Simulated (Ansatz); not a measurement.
## Is Au-Ta-Ta-Au stack of (111) layers a stable metal?

Question: is the lattice of Au-Ta-Ta-Au stack of (111) layers stable, and if so, what are its coupling constant and resistivity?

Method: DFT LDA, scalar-relativistic, plane waves, PAW; PAW set soft_1, in Ansatz 0.2.0.

### Step 1. Starting point

The cell holds 4 atoms: 2 Au and 2 Ta. Its edges and angles: a = 2.949 Å, b = 2.949 Å, c = 18.223 Å, α = 90.0°, β = 90.0°, γ = 120.0°. Vacuum lies along c.

### Step 2. Rough relaxation

Large forces or a large pressure at the start call for a first relaxation with loose thresholds.

input.yaml reads:

```yaml
crystal:
  lattice:
    - [2.94887, 0.0, 0.0]
    - [-1.47444, 2.5538, 0.0]
    - [0.0, 0.0, 18.22324]
  atoms:
    - { symbol: Au, position: [0.0, 0.0, 0.30181244] }
    - { symbol: Ta, position: [0.33333333, 0.66666667, 0.43393748] }
    - { symbol: Ta, position: [0.66666667, 0.33333333, 0.56606252] }
    - { symbol: Au, position: [0.0, 0.0, 0.69818756] }
  periodic: [true, true, false]
kpoints:
  mp_grid: { grid: [9, 9, 1] }
hamiltonian:
  xc: lda
  pseudopotentials: { kind: paw, azcp: { folder: soft_1 }, xc_functional: pbe }
scf:
  occupations: { method: gaussian, width: 0.1 }
output:
  forces: true
  stress: true
  eigenvalues: true
relax:
  adjacent_minimum: "off"
  f_tol: 0.05
  max_steps: 80
  cell: { stress_2d_tol: 0.02 }
```

Started as:

```bash
$ ansatz run input.yaml --threads 4 --pin off --max-ram 12288MiB --backend cpu --events-out ev --progress --plain --runs-dir out
```

Numbers of over 12 decimals in the logs are rounded to 6 here.

What it wrote:

```text
Warning: crystal.periodic: the lattice vector that does not repeat stood 0.000° off the slab's normal, 18.223 Å along it as the deck builds it. The run solves the slab on a vector along the normal, 38.246 Å long, with every atom where it was (on the deck's vector they left 11.00 Å outside them, and the widest stretch free of ions among them is 2.41 Å). A fractional position that the run reports is one of the run's ce [...]
The last accepted step is kept in <dir> (removed where the run ends without a failure and the disk answers)
crystal.periodic: the lattice vector that does not repeat stood 0.000° off the slab's normal, 18.223 Å along it as the deck builds it. The run solves the slab on a vector along the normal, 38.246 Å long, with every atom where it was (on the deck's vector they left 11.00 Å outside them, and the widest stretch free of ions among them is 2.41 Å). A fractional position that the run reports is one of the run's cell, which [...]
Engine: ansatz 0.2.0, aarch64-unknown-linux-gnu
Pseudopotentials: kind: paw
Pseudopotential: Au, paw, valence charge 19, recommended cutoff 420 eV (normal), soft_1/Au.paw.azcp
Pseudopotential: Ta, paw, valence charge 13, recommended cutoff 420 eV (normal), soft_1/Ta.paw.azcp
Functional definition: SPW92
  exchange = slater_x
  correlation = pw_c
Crystal: 4 atoms, lattice volume = 288.028 Å³
Basis set: ecut = 420 eV, 5563 PW (Γ)
Bands: 39, of which v1, the nominal top of the filled ones, is band 32 counted from 1 (31 counted from 0)
Symmetry: 12 space group operations
Space group: P-3m1 (ITA 164), of the structure as read, at distance tolerance 6.6e-5 Å
k-points: 12 of 81
Non-local potential: Au, projectors of the file, l = 0: 3, l = 1: 2, l = 2: 2, l = 3: 1
Non-local potential: Ta, projectors of the file, l = 0: 3, l = 1: 2, l = 2: 2, l = 3: 1
PAW form: soft (Blöchl's): semilocal exchange-correlation on the pseudo side does not see the compensation charge
PAW frozen core: Au, regenerated for the run's functional, and the local potential with it (the file was generated under x = pbe(κ = 0.804, μ = 0.219515), c = pbe(β = 0.066725))
PAW frozen core: Ta, regenerated for the run's functional, and the local potential with it (the file was generated under x = pbe(κ = 0.804, μ = 0.219515), c = pbe(β = 0.066725))
PAW one-centre angular grid: Au, 590 points (default); XC on 64 Gauss nodes
PAW one-centre angular grid: Ta, 590 points (default); XC on 64 Gauss nodes
Initial density: superposition of atomic densities (neutral atoms: chi_scale 0, normalization atom)
Initial wavefunctions: pseudopotential atomic-orbital guess
Functional: x = slater, c = lda
SCF iter   1: F=—  HF=-45103.104299 eV  |F-HF|=—  |Δ(HF+E_count)|=         —  Δρ=7.36e-2  dr2=1.12e2  ethr=3.10e-3  ⟨swp⟩=15.8  Hψ=3453  notcnv=0  defer=1
preconditioner: auto → LDOS  [metal: Δε(μ)=0.024 eV  Ē_g=5.069 eV  σ=0.100 eV  W_gap=0.14  n_scr=24 (ndim 8)  ℏωp=12.4 eV  f_vac=0.711  D(μ)=4.98/eV (n_scr^D=20)  β→1.0]
SCF iter   2: F=—  HF=-45099.555966 eV  |F-HF|=—  |Δ(HF+E_count)|=    3.55e0  Δρ=3.12e-2  dr2=8.14e0  ethr=3.10e-3  ⟨swp⟩=4.8  Hψ=1443  notcnv=0  defer=10
SCF iter   3: F=—  HF=-45098.484474 eV  |F-HF|=—  |Δ(HF+E_count)|=    1.07e0  Δρ=1.68e-2  dr2=6.97e0  ethr=3.10e-3  ⟨swp⟩=4.8  Hψ=1473  notcnv=0  defer=16
SCF iter   4: F=—  HF=-45097.747315 eV  |F-HF|=—  |Δ(HF+E_count)|=   7.37e-1  Δρ=7.28e-3  dr2=5.81e-1  ethr=3.10e-3  ⟨swp⟩=3.3  Hψ=1047  notcnv=0  defer=20
SCF iter   5: F=—  HF=-45097.714990 eV  |F-HF|=—  |Δ(HF+E_count)|=   3.23e-2  Δρ=2.50e-3  dr2=2.85e-2  ethr=9.08e-4  ⟨swp⟩=2.8  Hψ=734  notcnv=0  defer=17
SCF iter   6: F=—  HF=-45097.714037 eV  |F-HF|=—  |Δ(HF+E_count)|=   9.52e-4  Δρ=8.84e-4  dr2=3.46e-3  ethr=4.45e-5  ⟨swp⟩=3.5  Hψ=1117  notcnv=0  defer=16
SCF iter   7: F=—  HF=-45097.713482 eV  |F-HF|=—  |Δ(HF+E_count)|=   5.55e-4  Δρ=3.19e-4  dr2=3.22e-4  ethr=5.41e-6  ⟨swp⟩=3.3  Hψ=950  notcnv=0  defer=16
SCF iter   8: F=—  HF=-45097.713551 eV  |F-HF|=—  |Δ(HF+E_count)|=   6.90e-5  Δρ=1.53e-4  dr2=6.28e-5  ethr=5.04e-7  ⟨swp⟩=3.3  Hψ=1012  notcnv=0  defer=16
SCF iter   9: F=—  HF=-45097.713778 eV  |F-HF|=—  |Δ(HF+E_count)|=   2.27e-4  Δρ=3.36e-5  dr2=2.74e-6  ethr=9.81e-8  ⟨swp⟩=3.7  Hψ=934  notcnv=0  defer=16
SCF iter  10: F=—  HF=-45097.713780 eV  |F-HF|=—  |Δ(HF+E_count)|=   1.95e-6  Δρ=9.93e-6  dr2=1.12e-7  ethr=4.28e-9  ⟨swp⟩=3.6  Hψ=1071  notcnv=0  defer=16
SCF iter  11: F=-45097.713780 eV  HF=-45097.713780 eV  |F-HF|=5.97e-8  |Δ(HF+E_count)|=   2.89e-7  Δρ=3.07e-6  dr2=2.24e-8  ethr=1.56e-10  ⟨swp⟩=20.8  Hψ=3100  notcnv=0
SCF 1 converged in 11 iterations: F = -45097.713780 eV  dr2 = 2.24e-8
  greatest PAW one-centre occupation: 1.001 electrons in one spin orbital (limit 2), on the Au atom at site 3 (counted from 0), in its partial waves of l = 0
relax step   1: F+E_penalty+E_count = -45097.71378044 eV  Δ(F+E_penalty+E_count) = +0.000e0 eV  max|allowed force component| = 1.340e0 eV/Å  Δτ_max = 0.0000 Å  P = -15.847 N/m  Ω = 288.028 Å³  fix = [c, alpha, beta]  reactions: c -0.000 N/m  (11 SCF iters, dr2 threshold 1.00e-7 eV, accepted)
Crystal: 4 atoms, lattice volume = 260.577 Å³
Basis set: ecut = 420 eV, 5143 PW (Γ)
Initial density: handed on by an earlier stage of this run
Initial wavefunctions: those handed on with the density
SCF iter   1: F=—  HF=-45098.045607 eV  |F-HF|=—  |Δ(HF+E_count)|=         —  Δρ=2.23e-2  dr2=6.73e0  ethr=3.10e-3  ⟨swp⟩=16.2  Hψ=3191  notcnv=0
preconditioner: auto → LDOS  [insulator: Δε(μ)=0.221 eV  Ē_g=6.824 eV  σ=0.100 eV  W_gap=0.79  n_scr=26 (ndim 8)  ℏωp=13.0 eV  f_vac=0.715  D(μ)=2.38/eV (n_scr^D=14)  ε∞_Penn≈4.6  β→1.0]
SCF iter   2: F=—  HF=-45097.941634 eV  |F-HF|=—  |Δ(HF+E_count)|=   1.04e-1  Δρ=1.88e-2  dr2=3.13e0  ethr=3.10e-3  ⟨swp⟩=3.8  Hψ=1157  notcnv=0  defer=17
SCF iter   3: F=—  HF=-45097.407520 eV  |F-HF|=—  |Δ(HF+E_count)|=   5.34e-1  Δρ=3.62e-3  dr2=5.46e-2  ethr=3.10e-3  ⟨swp⟩=2.8  Hψ=920  notcnv=0  defer=17
SCF iter   4: F=—  HF=-45097.404262 eV  |F-HF|=—  |Δ(HF+E_count)|=   3.26e-3  Δρ=1.09e-3  dr2=3.83e-3  ethr=8.53e-5  ⟨swp⟩=3.7  Hψ=1100  notcnv=0  defer=17
SCF iter   5: F=—  HF=-45097.404072 eV  |F-HF|=—  |Δ(HF+E_count)|=   1.90e-4  Δρ=3.85e-4  dr2=2.72e-4  ethr=5.99e-6  ⟨swp⟩=3.7  Hψ=1031  notcnv=0  defer=17
SCF iter   6: F=—  HF=-45097.404469 eV  |F-HF|=—  |Δ(HF+E_count)|=   3.98e-4  Δρ=7.98e-5  dr2=2.30e-5  ethr=4.25e-7  ⟨swp⟩=3.4  Hψ=978  notcnv=0  defer=17
SCF iter   7: F=—  HF=-45097.404481 eV  |F-HF|=—  |Δ(HF+E_count)|=   1.14e-5  Δρ=1.87e-5  dr2=7.23e-7  ethr=3.59e-8  ⟨swp⟩=3.7  Hψ=973  notcnv=0  defer=17
[...]
SCF iter   6: F=—  HF=-45098.101045 eV  |F-HF|=—  |Δ(HF+E_count)|=   4.88e-5  Δρ=9.73e-5  dr2=9.98e-5  ethr=6.59e-7  ⟨swp⟩=3.3  Hψ=1034  notcnv=0  defer=16
SCF iter   7: F=—  HF=-45098.101056 eV  |F-HF|=—  |Δ(HF+E_count)|=   1.09e-5  Δρ=3.10e-5  dr2=2.47e-6  ethr=1.56e-7  ⟨swp⟩=3.2  Hψ=846  notcnv=0  defer=16
SCF iter   8: F=—  HF=-45098.101290 eV  |F-HF|=—  |Δ(HF+E_count)|=   2.34e-4  Δρ=1.12e-5  dr2=2.14e-7  ethr=3.86e-9  ⟨swp⟩=3.8  Hψ=1121  notcnv=0  defer=16
SCF iter   9: F=—  HF=-45098.101292 eV  |F-HF|=—  |Δ(HF+E_count)|=   1.03e-6  Δρ=2.49e-6  dr2=1.18e-8  ethr=3.34e-10  ⟨swp⟩=3.6  Hψ=1006  notcnv=0  defer=16
SCF iter  10: F=—  HF=-45098.101292 eV  |F-HF|=—  |Δ(HF+E_count)|=   5.75e-8  Δρ=4.37e-7  dr2=2.69e-10  ethr=1.84e-11  ⟨swp⟩=3.3  Hψ=960  notcnv=0  defer=16
SCF iter  11: F=—  HF=-45098.101292 eV  |F-HF|=—  |Δ(HF+E_count)|=  3.27e-10  Δρ=7.93e-8  dr2=2.85e-11  ethr=1.00e-12  ⟨swp⟩=3.7  Hψ=1020  notcnv=0  defer=16
SCF iter  12: F=—  HF=-45098.101292 eV  |F-HF|=—  |Δ(HF+E_count)|=  2.98e-10  Δρ=1.98e-8  dr2=3.71e-12  ethr=1.00e-12  ⟨swp⟩=1.4  Hψ=473  notcnv=0  defer=16
SCF iter  13: F=-45098.101292 eV  HF=-45098.101292 eV  |F-HF|=2.11e-10  |Δ(HF+E_count)|=  9.46e-11  Δρ=1.47e-8  dr2=7.33e-13  ethr=1.00e-12  ⟨swp⟩=26.2  Hψ=3762  notcnv=0
SCF 3 converged in 13 iterations: F = -45098.101292 eV  dr2 = 7.33e-13
relax step   3: F+E_penalty+E_count = -45098.10129159 eV  Δ(F+E_penalty+E_count) = -3.875e-1 eV  max|allowed force component| = 3.166e-1 eV/Å  Δτ_max = 0.0536 Å  P = -8.278 N/m  Ω = 274.403 Å³  energy of the carried Pulay correction = +6.184e-4 eV  fix = [c, alpha, beta]  reactions: c -0.000 N/m  (13 SCF iters, accepted)
[...]
relax step   4: F+E_penalty+E_count = -45098.16698679 eV  Δ(F+E_penalty+E_count) = -6.570e-2 eV  max|allowed force component| = 2.779e-1 eV/Å  Δτ_max = 0.0217 Å  P = +3.385 N/m  Ω = 260.869 Å³  energy of the carried Pulay correction = +1.263e-3 eV  fix = [c, alpha, beta]  reactions: c +0.000 N/m  (10 SCF iters, dr2 threshold 4.00e-7 eV, accepted)
[...]
relax step   5: F+E_penalty+E_count = -45098.18217389 eV  Δ(F+E_penalty+E_count) = -1.519e-2 eV  max|allowed force component| = 1.199e-1 eV/Å  Δτ_max = 0.0382 Å  P = -0.070 N/m  Ω = 263.275 Å³  energy of the carried Pulay correction = +1.146e-3 eV  fix = [c, alpha, beta]  reactions: c -0.000 N/m  (9 SCF iters, dr2 threshold 4.00e-7 eV, accepted)
[...]
relax step   6: F+E_penalty+E_count = -45098.18298783 eV  Δ(F+E_penalty+E_count) = -8.139e-4 eV  max|allowed force component| = 1.600e-2 eV/Å  Δτ_max = 0.0048 Å  P = +0.010 N/m  Ω = 262.982 Å³  energy of the carried Pulay correction = +1.160e-3 eV  fix = [c, alpha, beta]  reactions: c +0.000 N/m  (5 SCF iters, dr2 threshold 4.00e-7 eV, accepted)
Initial wavefunctions: pseudopotential atomic-orbital guess (no wavefunctions were taken with the density)
iter 1 solved again at ethr=1.14e-7 eV; its pass at ethr=3.10e-3 eV (dr2=7.27e-5 eV) is discarded
SCF iter   1: F=—  HF=-45098.181642 eV  |F-HF|=—  |Δ(HF+E_count)|=         —  Δρ=7.68e-5  dr2=1.96e-6  ethr=1.14e-7  ⟨swp⟩=8.4  Hψ=5976  notcnv=0
preconditioner: auto → LDOS  [metal: Δε(μ)=0.074 eV  Ē_g=6.678 eV  σ=0.100 eV  W_gap=0.40  n_scr=26 (ndim 8)  ℏωp=13.0 eV  f_vac=0.707  D(μ)=1.40/eV (n_scr^D=10)  β→1.0]
SCF iter   2: F=—  HF=-45098.181881 eV  |F-HF|=—  |Δ(HF+E_count)|=   2.39e-4  Δρ=1.49e-5  dr2=4.77e-7  ethr=3.06e-9  ⟨swp⟩=3.5  Hψ=1093  notcnv=0
SCF iter   3: F=—  HF=-45098.181881 eV  |F-HF|=—  |Δ(HF+E_count)|=   7.23e-8  Δρ=1.03e-5  dr2=3.74e-7  ethr=7.45e-10  ⟨swp⟩=3.8  Hψ=1171  notcnv=0
SCF iter   4: F=—  HF=-45098.181880 eV  |F-HF|=—  |Δ(HF+E_count)|=   7.37e-8  Δρ=4.71e-6  dr2=5.80e-8  ethr=5.84e-10  ⟨swp⟩=2.7  Hψ=737  notcnv=0
SCF iter   5: F=—  HF=-45098.181880 eV  |F-HF|=—  |Δ(HF+E_count)|=   1.48e-8  Δρ=7.79e-7  dr2=3.38e-9  ethr=9.07e-11  ⟨swp⟩=3.1  Hψ=1014  notcnv=0
SCF iter   6: F=—  HF=-45098.181880 eV  |F-HF|=—  |Δ(HF+E_count)|=  9.02e-10  Δρ=1.59e-7  dr2=7.63e-11  ethr=5.28e-12  ⟨swp⟩=3.7  Hψ=1053  notcnv=0
SCF iter   7: F=—  HF=-45098.181880 eV  |F-HF|=—  |Δ(HF+E_count)|=  3.64e-11  Δρ=2.69e-8  dr2=3.62e-12  ethr=1.00e-12  ⟨swp⟩=2.1  Hψ=689  notcnv=0
SCF iter   8: F=-45098.181880 eV  HF=-45098.181880 eV  |F-HF|=2.18e-11  |Δ(HF+E_count)|=  1.96e-10  Δρ=2.33e-8  dr2=1.21e-12  ethr=1.00e-12  ⟨swp⟩=16.2  Hψ=3568  notcnv=0
SCF 7 converged in 8 iterations: F = -45098.181880 eV  dr2 = 1.21e-12
relax step   7: F+E_penalty+E_count = -45098.18188043 eV  Δ(F+E_penalty+E_count) = +1.107e-3 eV  max|allowed force component| = 1.618e-2 eV/Å  Δτ_max = 0.0000 Å  P = +0.005 N/m  Ω = 262.982 Å³  fix = [c, alpha, beta]  reactions: c +0.000 N/m  stress off target by 4.51e-3 N/m on what of the cell is left free  SCF on the basis re-selected at this cell (its energy is not comparable with the rows above)  (8 SCF iters)
basis re-selected at this cell: Δ(F+E_penalty+E_count) = +1.107e-3 eV, ΔP = -0.005 N/m vs the last step (what re-selecting the basis moved, of the pressure what is left beyond the Pulay correction that the steps carried, after the strain that the cell walked since its last selection, with what the two solves' SCF thresholds leave and, on support functions, any second-order correction that the steps lacked; it is no m [...]
SCF converged after 8 iterations
Free energy (F): -45098.181880 eV
Harris-Foulkes:  -45098.181880 eV  (|F-HF|=2.18e-11)
Internal energy: -45098.174859 eV  (E = F + TS)
E sigma→0 (E₀):  -45098.178370 eV
Entropy (-TS):   -0.007022 eV (-1.755 meV/atom)
Fermi energy:    -5.044686 eV
--- Per-component energies (eV) ---
  E_band       = -2243.303385
  E_kinetic    = 1948.054149
  E_local      = -338336.688628  (includes V_loc(G=0)·N_el)
  E_nonlocal   = 196.984746
  E_hartree    = 167979.247643
  E_xc         = -1066.737780
  E_vxc        = -992.535415  (∫ρ·V_xc dr)
  E_paw        = -35010.052234  (= ΣΔE_a)
  E_vpaw       = -1017.616936  (= ΣTr[D̂ρ^β])
  E_aug_tail   = 0.003224  (compensation charges beyond the density's cutoff)
  E_ewald      = 159189.450535
  E_core_change = 1.563486  (= ΣΔE_core)
  E_smearing   = -0.007022  (= −TS)
  E_closure    = 0.000000  (closes the sum)
  Σ components = -45098.181880   (vs F -45098.181880, Δ=0.00e0)
--- Forces (eV/Å), atoms counted from 1 ---
  atom   1  Au    -0.00000000    -0.00000000    -0.00515061
  atom   2  Ta     0.00000000     0.00000000     0.01618219
  atom   3  Ta    -0.00000000    -0.00000000    -0.01618219
  atom   4  Au     0.00000000     0.00000000     0.00515061
  max |Σ_I F_I| component: 4.63e-18 eV/Å
--- 2D stress c σ (N/m, compression-positive) ---
        0.004507      -0.000000       0.000000
       -0.000000       0.004507      -0.000000
        0.000000      -0.000000       0.000000
  P = ½ c Tr σ = 0.0045 N/m
--- Band table (eV; the first three rows and the last of 12) ---
  k-point 0: bands = [... 28 lower, -8.3924, -8.3924, -6.1902, -5.6700, -5.0817, -4.3981, -4.3981, -4.1251, ... 3 higher]
  k-point 1: bands = [... 28 lower, -8.4620, -8.4530, -6.0217, -5.3707, -4.9360, -4.8387, -4.3567, -3.9272, ... 3 higher]
  k-point 2: bands = [... 28 lower, -8.5980, -7.9205, -6.2014, -5.6366, -5.2671, -4.6268, -3.6370, -2.7542, ... 3 higher]
  k-point 11: bands = [... 28 lower, -6.4543, -5.4875, -5.3445, -5.0081, -5.0081, -3.4094, -1.6949, -1.6949, ... 3 higher]
--- Relaxed structure (6 steps of the walk, 5 accepted, 1 SCFs on fresh bases) ---
  F+E_penalty+E_count = -45098.18188043 eV   max|allowed force component| = 1.618e-2 eV/Å   (the final SCF, on the basis selected at the relaxed cell)
  cell:  # Å, volume = 262.9823 Å³
    - [2.817748, 2.7583896664123794e-6, 0]
    - [-1.408876, 2.440240, 0]
    - [0, 0, 38.246478]
  atoms:
    - { symbol: Au, position: [0, 0, 0.143660] }
    - { symbol: Ta, position: [0.333333, 0.666667, 0.204984] }
    - { symbol: Ta, position: [0.666667, 0.333333, 0.271484] }
    - { symbol: Au, position: [0, 0, 0.332809] }
```

Elapsed: 24 s, on 4 threads of Arm Neoverse V1, shared host; peak memory 0.62 GiB.

Step by step:

```csv
step,energy less that of the first step (eV),largest force component (eV/Å),volume (Å³)
1,0.0000,1.3404,288.03
2,0.3093,3.5988,260.58
3,-0.3875,0.3166,274.40
4,-0.4532,0.2779,260.87
5,-0.4684,0.1199,263.28
6,-0.4692,0.0160,262.98
7*,-0.4681,0.0162,262.98
```

Relaxation steps marked * repeat the geometry before them on a plane-wave basis chosen anew for their cell, so energy and pressure can jump there. Relaxation step 2 was tried and not accepted.

The run keeps the 12 symmetry operations that it works with, so distortions that break them were not tested.

```csv
cell as run,before,after,change
a (Å),2.949,2.818,-4.4 %
b (Å),2.949,2.818,-4.4 %
```

The atoms that moved most (Å, along periodic axes as changes of fractional coordinates times the final cell, across vacuum about the mean position):

```csv
atom,dx,dy,dz,length
Ta3,0.000,0.000,0.068,0.068
Ta2,0.000,0.000,-0.068,0.068
Au1,0.000,0.000,-0.006,0.006
Au4,0.000,0.000,0.006,0.006
```

Final coordinates:

```cif
data_structure
_symmetry_space_group_name_H-M 'P 1'
_symmetry_Int_Tables_number 1
_cell_length_a 2.8177
_cell_length_b 2.8177
_cell_length_c 38.2465
_cell_angle_alpha 90.000
_cell_angle_beta 90.000
_cell_angle_gamma 120.000
_cell_volume 262.98
loop_
_atom_site_label
_atom_site_type_symbol
_atom_site_fract_x
_atom_site_fract_y
_atom_site_fract_z
_atom_site_occupancy
Au1 Au 0.00000 0.00000 0.14366 1
Ta2 Ta 0.33333 0.66667 0.20498 1
Ta3 Ta 0.66667 0.33333 0.27148 1
Au4 Au 0.00000 0.00000 0.33281 1
```

Numbers from this step:

| Quantity | Value |
| --- | --- |
| metallic on mesh | yes |
| gap on the k-mesh | 0 eV |

The relaxation ends with a largest force component of 0.016 eV/Å.

### Step 3. Relaxation

The structure is brought to rest under this functional.

input.yaml, the sections that differ from step 2:

```yaml
crystal:
  lattice:
    - [2.8177481888, 2.7584e-06, 0.0]
    - [-1.4088764833, 2.4402401338, 0.0]
    - [0.0, 0.0, 38.2464778836]
  atoms:
    - { symbol: Au, position: [0.0, 0.0, 0.1436595114] }
    - { symbol: Ta, position: [0.3333333333, 0.6666666667, 0.2049841828] }
    - { symbol: Ta, position: [0.6666666667, 0.3333333333, 0.2714842663] }
    - { symbol: Au, position: [0.0, 0.0, 0.3328089377] }
  periodic: [true, true, false]
kpoints:
  mp_grid: { grid: [12, 12, 1] }
relax:
  adjacent_minimum: "off"
  f_tol: 0.005
  max_steps: 80
  cell: { stress_2d_tol: 0.02 }
# hamiltonian, scf, output: as in step 2
```

What it wrote:

```text
[the first part of the log is left out]
  E_aug_tail   = 0.003241  (compensation charges beyond the density's cutoff)
  E_ewald      = 158580.250303
  E_core_change = 1.563486  (= ΣΔE_core)
  E_smearing   = -0.019452  (= −TS)
  E_closure    = -0.000000  (closes the sum)
  Σ components = -45098.149667   (vs F -45098.149667, Δ=0.00e0)
--- Forces (eV/Å), atoms counted from 1 ---
  atom   1  Au    -0.00000000     0.00000000    -0.00306873
  atom   2  Ta     0.00000000    -0.00000000     0.00379909
[...]
--- Band table (eV; the first three rows and the last of 19) ---
[...]
--- Relaxed structure (5 steps of the walk, 4 accepted, 1 SCFs on fresh bases) ---
[...]
cell:  # Å, volume = 264.6977 Å³
    - [2.826923, 2.7674139664813007e-6, 0]
    - [-1.413464, 2.448186, 0]
    - [0, 0, 38.2464778836]
  atoms:
    - { symbol: Au, position: [-1.904931545548732e-19, -1.9049344870466523e-19, 0.144178] }
    - { symbol: Ta, position: [0.333333, 0.666667, 0.205089] }
    - { symbol: Ta, position: [0.666667, 0.333333, 0.271379] }
    - { symbol: Au, position: [1.9049315455487122e-19, 1.9049344870466497e-19, 0.332291] }
[key lines of the parts left out:]
P = ½ c Tr σ = 0.0046 N/m
```

Run time: 26 s. Hardware: 4 threads; peak memory 0.67 GiB.

Relaxation path:

```csv
step,energy less that of the first step (eV),largest force component (eV/Å),volume (Å³)
1,0.0000,0.0277,262.98
2,0.0012,0.1885,264.76
3,-0.0013,0.0022,264.17
4,-0.0013,0.0146,264.75
5,-0.0014,0.0039,264.70
6,-0.0014,0.0038,264.70
```

The log counts 1 steps on a newly chosen plane-wave basis, not all of them marked here; energy and pressure can jump at such steps. Relaxation step 2 was tried and not accepted.

```csv
cell as run,before,after,change
a (Å),2.818,2.827,+0.3 %
b (Å),2.818,2.827,+0.3 %
```

The atoms that moved most (Å, along periodic axes as changes of fractional coordinates times the final cell, across vacuum about the mean position):

```csv
atom,dx,dy,dz,length
Au1,0.000,0.000,0.020,0.020
Au4,0.000,0.000,-0.020,0.020
```

Final coordinates:

```cif
data_structure
_symmetry_space_group_name_H-M 'P 1'
_symmetry_Int_Tables_number 1
_cell_length_a 2.8269
_cell_length_b 2.8269
_cell_length_c 38.2465
_cell_angle_alpha 90.000
_cell_angle_beta 90.000
_cell_angle_gamma 120.000
_cell_volume 264.70
loop_
_atom_site_label
_atom_site_type_symbol
_atom_site_fract_x
_atom_site_fract_y
_atom_site_fract_z
_atom_site_occupancy
Au1 Au 0.00000 0.00000 0.14418 1
Ta2 Ta 0.33333 0.66667 0.20509 1
Ta3 Ta 0.66667 0.33333 0.27138 1
Au4 Au 0.00000 0.00000 0.33229 1
```

The relaxation ends with a largest force component of 0.0038 eV/Å.

[end of part 1 of 2]

[Logs are printed without paths, hosts, clocks, repeated set-up lines and the standing remarks that a program may print on its own settings, such as how far it seeks lower states.]

[Hosts, paths, dates, database ids (printed as entryN), source tags and the programs' standing remarks are cut or masked in the printed files.]
